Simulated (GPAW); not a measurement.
## Dielectric function and optical constants of ZnSe (Stilleite)

Wanted: where ZnSe (Stilleite) starts to absorb, how strongly, and its refractive index.

Program: GPAW 26.7.0. Level of theory: DFT, PBE, plane-wave PAW (GPAW data sets), scalar-relativistic, RPA, optical limit. Results are calculated unless marked as measured.

## (1) The starting structure

The structure is cubic, space group F-43m (No. 216). The conventional cell has a = 5.668 Å, b = 5.668 Å, c = 5.668 Å, α = 90.00°, β = 90.00°, γ = 90.00°. Se has 4 Zn at 2.45 Å nearest. Nearest to Zn lie 4 Se at 2.45 Å. Farther neighbours and most contacts between anions are not listed.

Coordinates:

```
Se Zn
1.0
     0.00000    2.83380    2.83380
     2.83380    0.00000    2.83380
     2.83380    2.83380    0.00000
Se Zn
1 1
Cartesian
  4.2507 4.2507 4.2507
  0.0000 0.0000 0.0000
```

## (2) Bands for the response

The response needs many more empty bands than the density does.

This step: DFT, PBE, plane-wave PAW (GPAW data sets), scalar-relativistic, bands at fixed density (GPAW 26.7.0).

nscf.py

```python
from ase.dft.bandgap import bandgap
from gpaw import GPAW, FermiDirac

calc = GPAW('gs.gpw').fixed_density(kpts={'size': (13, 13, 13), 'gamma': True}, nbands=42, convergence={'bands': 36},
                                    occupations=FermiDirac(0.001), txt='nscf.txt')
print('gap (eV)', bandgap(calc, output=None)[0])
print('direct gap (eV)', bandgap(calc, direct=True, output=None)[0])
print('top band over the Fermi level (eV)', min(calc.get_eigenvalues(kpt=k)[35] for k in range(len(calc.get_ibz_k_points()))) - calc.get_fermi_level())
calc.write('full.gpw', mode='all')
```

Started as:

```
> OMP_NUM_THREADS=1 python nscf.py
```

Numbers of over 12 decimals in the logs are rounded to 6 here.

What it wrote:

```text
Diagonalizing LCAO Hamiltonian
Converting LCAO to pw mode
convergence criteria:
- Maximum integral of absolute [eigenst]ate change: 4e-08 eV^2 / valence electron
maximum number of iterations: 150

SCF iterations
|iter     |      energy | eigst |  dens |
|iter:   1||             | +3.79 |       |
|iter:   2||             | +2.69 |       |
|iter:   3||             | +2.02 |       |
|iter:   4||             | +1.40 |       |
|iter:   5||             | +1.03 |       |
|iter:   6||             | +0.49 |       |
|iter:   7||             | +0.05 |       |
|iter:   8||             | -0.51 |       |
|iter:   9||             | -0.97 |       |
|iter:  10||             | -1.50 |       |
|iter:  11||             | -1.95 |       |
|iter:  12||             | -2.44 |       |
|iter:  13||             | -2.85 |       |
|iter:  14||             | -3.30 |       |
|iter:  15||             | -3.69 |       |
|iter:  16||             | -4.11 |       |
|iter:  17||             | -4.45 |       |
|iter:  18||             | -4.83 |       |
|iter:  19||             | -5.11 |       |
|iter:  20||             | -5.47 |       |
|iter:  21||             | -5.74 |       |
|iter:  22||             | -6.09 |       |
|iter:  23||             | -6.37 |       |
|iter:  24||             | -6.67 |       |
|iter:  25||             | -6.91 |       |
|iter:  26||             | -7.19 |       |
|iter:  27||             | -7.47c|       |
SCF steps: 27
  __  _  _
 | _ |_)|_||  |
 |__||  | ||/\| - 26.7.0

Versions:
  Python: 3.12.14
  ASE:    3.29.0
  Numpy:  2.5.5
  Scipy:  1.18.1
  Libxc:  7.0.0

Input parameters:
  mode=PW(ecut=550.0),
  convergence={'bands': 36},
  gpts=array([24, 24, 24]),
  kpts=MonkhorstPack(size=(13, 13, 13), gamma=True),
  maxiter=150,
  nbands=42,
  occupations=Occupations(name='fermi-dirac', width=0.001, fixmagmom=False),
  parallel={},
  xc=XC(name='PBE')

--- standard output ---
gap (eV) 1.297815
direct gap (eV) 1.297815
top band over the Fermi level (eV) 33.928757
```

It took 3.9 min on 1 thread of Arm Neoverse V1, shared host; peak memory 0.25 GiB.

Read-outs, printed or worked out from the files:

```
gap on the k-mesh      : 1.298 eV
direct gap on the mesh : 1.298 eV
```

## (3) Dielectric function, RPA

Local fields let the induced charge screen the field inside the cell, which as a rule lowers ε, most along directions where the density is uneven.

This step: DFT, PBE, plane-wave PAW (GPAW data sets), scalar-relativistic, RPA, optical limit (GPAW 26.7.0).

df.py

```python
from gpaw.response.df import DielectricFunction

df = DielectricFunction('full.gpw', frequencies={'type': 'nonlinear', 'domega0': 0.03, 'omega2': 8},
                        ecut=70,
                        eta=0.12,
                        nbands=36,
                        txt='df.txt')
for direction in ['x']:
    df.get_dielectric_function(xc='RPA', direction=direction, filename=f'df_{direction}.csv')
```

Started as:

```
> OMP_NUM_THREADS=1 python df.py
```

What it wrote:

```text
Using integrator: PointIntegrator
NonLinearFrequencyDescriptor(from 0.000 to 53.489 eV, 474 points)
Nonperiodic BCs:  [False False False]
Using integrator: PointIntegrator
NonLinearFrequencyDescriptor(from 0.000 to 53.489 eV, 474 points)
Nonperiodic BCs:  [False False False]

Calculating chi0 body with:
    Ground state adapter containing:
    Number of spins: 1
    Number of kpoints: 2197
    Number of irreducible kpoints: 84
    Number of completely occupied states: 9
    Number of partially occupied states: 9

    Linear response parametrization:
    q_c: [0.0, 0.0, 0.0]
    Number of frequency points: 474
    Planewave cutoff: 70.0
    Number of bands: 36
    Number of planewaves: 59
    Broadening (eta): 0.12

Integrating chi0 body.

Symmetries of q_c:
    Direct symmetries (Uq -> q): 24
    Indirect symmetries (TUq -> q): 24
In total 48 allowed symmetries.

84 groups of equivalent kpoints. 96.176604% reduction.

Integral kind: spectral function

Calculating chi0 optical extensions with:
    Ground state adapter containing:
    Number of spins: 1
    Number of kpoints: 2197
    Number of irreducible kpoints: 84
    Number of completely occupied states: 9
    Number of partially occupied states: 9

    Linear response parametrization:
    Number of frequency points: 474
    Planewave cutoff: 70.0
    Number of bands: 36
    Number of planewaves: 59
    Broadening (eta): 0.12
Integrating chi0 head and wings.

Symmetries of q_c:
    Direct symmetries (Uq -> q): 24
    Indirect symmetries (TUq -> q): 24
In total 48 allowed symmetries.

84 groups of equivalent kpoints. 96.176604% reduction.

Integral kind: spectral function wings
```

Run time: 17 s. Hardware: 1 thread; peak memory 0.3 GiB.

This step gave:

* electronic dielectric constant ε∞, mean over x, y and z (by symmetry where fewer were run): 6.822

The Im ε, E ∥ x has structure finer than the step of the table below, so its rows give means over 0.5 eV, whole bins alone (the curve runs from 0 to 14.0 eV). Peaks (eV: height): 3.89: 7.13, 5.37: 13.6, 5.82: 12.0, 7.10: 6.78.

Sum at mesh points, not converged in k; values under the direct gap are tails of Lorentzian lines. Table of Im ε, E ∥ x by photon energy; means over each step:

photon energy (eV), Im ε, E ∥ x and a bar:
```
      0.5        0.1 
      1.0        0.3 #
      1.5        0.7 ##
      2.0        1.5 ####
      2.5        1.8 #####
      3.0        3.2 ########
      3.5        5.4 ##############
      4.0        6.5 #################
      4.5        5.7 ###############
      5.0        6.7 #################
      5.5       11.4 ##############################
      6.0        8.7 #######################
      6.5        4.7 ############
      7.0        6.3 ################
      7.5        5.4 ##############
      8.0        4.6 ############
      8.5        3.5 #########
      9.0        3.1 ########
      9.5        2.2 ######
     10.0        2.1 #####
     10.5        2.0 #####
     11.0        1.7 ####
     11.5        1.4 ###
     12.0        1.4 ###
     12.5        1.2 ###
     13.0        1.0 ##
     13.5        0.8 ##
```

The reflectivity at normal incidence, E ∥ x has structure finer than the step of the table below, so its rows give means over 0.5 eV, whole bins alone (the curve runs from 0 to 14.0 eV). Peaks (eV: height): 5.42: 43.2, 5.92: 47.5, 7.32: 38.8, 8.21: 41.0, 9.22: 43.5, 11.18: 36.1, 12.34: 33.9.

Sum at mesh points, not converged in k. The reflectivity at normal incidence, E ∥ x by photon energy; means over each step:

photon energy (eV), reflectivity at normal incidence, E ∥ x (%) and a bar from the least value:
```
      0.5       20.2 
      1.0       21.4 #
      1.5       21.9 ##
      2.0       22.8 ###
      2.5       24.1 #####
      3.0       26.5 ########
      3.5       29.3 ###########
      4.0       28.7 ##########
      4.5       26.8 ########
      5.0       30.0 ############
      5.5       40.3 ########################
      6.0       45.2 ##############################
      6.5       30.6 #############
      7.0       32.6 ###############
      7.5       38.1 #####################
      8.0       37.6 #####################
      8.5       38.5 ######################
      9.0       39.8 #######################
      9.5       38.3 ######################
     10.0       32.4 ###############
     10.5       32.9 ###############
     11.0       35.3 ##################
     11.5       31.5 ##############
     12.0       30.9 #############
     12.5       31.9 ##############
     13.0       32.1 ##############
     13.5       32.0 ##############
```

Sum at mesh points, not converged in k; values under the direct gap are tails of Lorentzian lines. The loss function −Im 1/ε at q → 0, E ∥ x by energy loss; read off at these points:

| energy loss (eV) | loss function −Im 1/ε at q → 0, E ∥ x |
| --- | --- |
| 0.0 | 0 |
| 0.5 | 0.00115 |
| 1.0 | 0.00402 |
| 1.5 | 0.00945 |
| 2.0 | 0.0290 |
| 2.5 | 0.0257 |
| 3.0 | 0.0365 |
| 3.5 | 0.0530 |
| 4.0 | 0.0857 |
| 4.5 | 0.0879 |
| 5.0 | 0.0601 |
| 5.5 | 0.0914 |
| 6.0 | 0.109 |
| 6.5 | 0.224 |
| 7.0 | 0.150 |
| 7.5 | 0.179 |
| 8.0 | 0.196 |
| 8.5 | 0.245 |
| 9.0 | 0.253 |
| 9.5 | 0.334 |
| 10.0 | 0.422 |
| 10.5 | 0.409 |
| 11.0 | 0.448 |
| 11.5 | 0.646 |
| 12.0 | 0.625 |
| 12.5 | 0.723 |
| 13.0 | 0.789 |
| 13.5 | 0.919 |

The Im ε, E ∥ x has structure finer than the step of the table below, so its rows give means over 0.5 eV, whole bins alone (the curve runs from 0 to 14.0 eV). Peaks (eV: height): without local fields 5.32: 17.5, 5.77: 14.4, 6.99: 9.29; with local fields 3.89: 7.13, 5.37: 13.6, 5.82: 12.0, 7.10: 6.78.

Sum at mesh points, not converged in k; values under the direct gap are tails of Lorentzian lines. Table of Im ε, E ∥ x by photon energy; means over each step:

| photon energy (eV) | without local fields | with local fields |
| --- | --- | --- |
| 0.5 | 0.0625 | 0.0580 |
| 1.0 | 0.312 | 0.302 |
| 1.5 | 0.721 | 0.700 |
| 2.0 | 1.60 | 1.55 |
| 2.5 | 1.94 | 1.82 |
| 3.0 | 3.46 | 3.17 |
| 3.5 | 6.07 | 5.40 |
| 4.0 | 7.12 | 6.45 |
| 4.5 | 6.57 | 5.68 |
| 5.0 | 8.83 | 6.66 |
| 5.5 | 14.4 | 11.4 |
| 6.0 | 9.71 | 8.65 |
| 6.5 | 6.20 | 4.68 |
| 7.0 | 8.74 | 6.29 |
| 7.5 | 6.40 | 5.41 |
| 8.0 | 5.17 | 4.59 |
| 8.5 | 3.68 | 3.51 |
| 9.0 | 2.99 | 3.10 |
| 9.5 | 2.25 | 2.21 |
| 10.0 | 2.23 | 2.07 |
| 10.5 | 1.94 | 2.00 |
| 11.0 | 1.47 | 1.67 |
| 11.5 | 1.30 | 1.36 |
| 12.0 | 1.22 | 1.37 |
| 12.5 | 0.989 | 1.16 |
| 13.0 | 0.855 | 0.988 |
| 13.5 | 0.744 | 0.834 |

At chosen wavelengths:

| wavelength (nm) | n | k | R (%) | 1/α |
| --- | --- | --- | --- | --- |
| 1550 | 2.67 | 0.022 | 20.7 | 5.7 µm |
| 532 | 2.84 | 0.264 | 23.3 | 160 nm |
| 450 | 2.94 | 0.406 | 25.0 | 88 nm |
| 405 | 3.04 | 0.612 | 27.1 | 53 nm |
| 308 | 2.68 | 1.227 | 28.7 | 20 nm |
| 248 | 2.94 | 0.915 | 28.1 | 22 nm |
| 193 | 1.44 | 1.629 | 33.1 | 9.4 nm |

Below the direct gap, k and the depth come from the tails of the Lorentzian lines, not from transitions.

Rows near the edge hang on the gap, which this functional as a rule makes too small, and phonon-assisted absorption is left out.

## (4) Results

| Item | Value |
| --- | --- |
| electronic dielectric constant ε∞, mean over x, y and z (by symmetry where fewer were run) (RPA) | 6.82 |

**Reading.** At this level (PBE, RPA) ZnSe has ε∞ = 6.82 and n = 2.67 at 1550 nm. On the mesh the gap is 1.30 eV and the least direct gap 1.30 eV. Local fields change the static value along x from 7.64 to 6.82 (-11 %). Excitons and phonon-assisted transitions are missing; PBE gaps are as a rule too small, which pulls the onset down and ε∞ up. In this version of GPAW the matrix elements of the optical limit are incomplete, which can lower ε − 1 by up to a tenth where first-row anions or d states rule, and shift it by more in d metals. The sum runs over mesh points 0.15 Å⁻¹ apart with no interpolation, so peaks are partly noise of the mesh; over so small a direct gap single mesh points weigh heavily, so ε∞, n and their changes from run to run can be far off.

[Machine, clock and banner lines and Python warnings are left out of the logs.]

[Logs are printed without paths, hosts, clocks, repeated set-up lines and the standing remarks that a program may print on its own settings, such as how far it seeks lower states.]

[Hosts, paths, dates, database ids (printed as entryN), source tags and the programs' standing remarks are cut or masked in the printed files.]
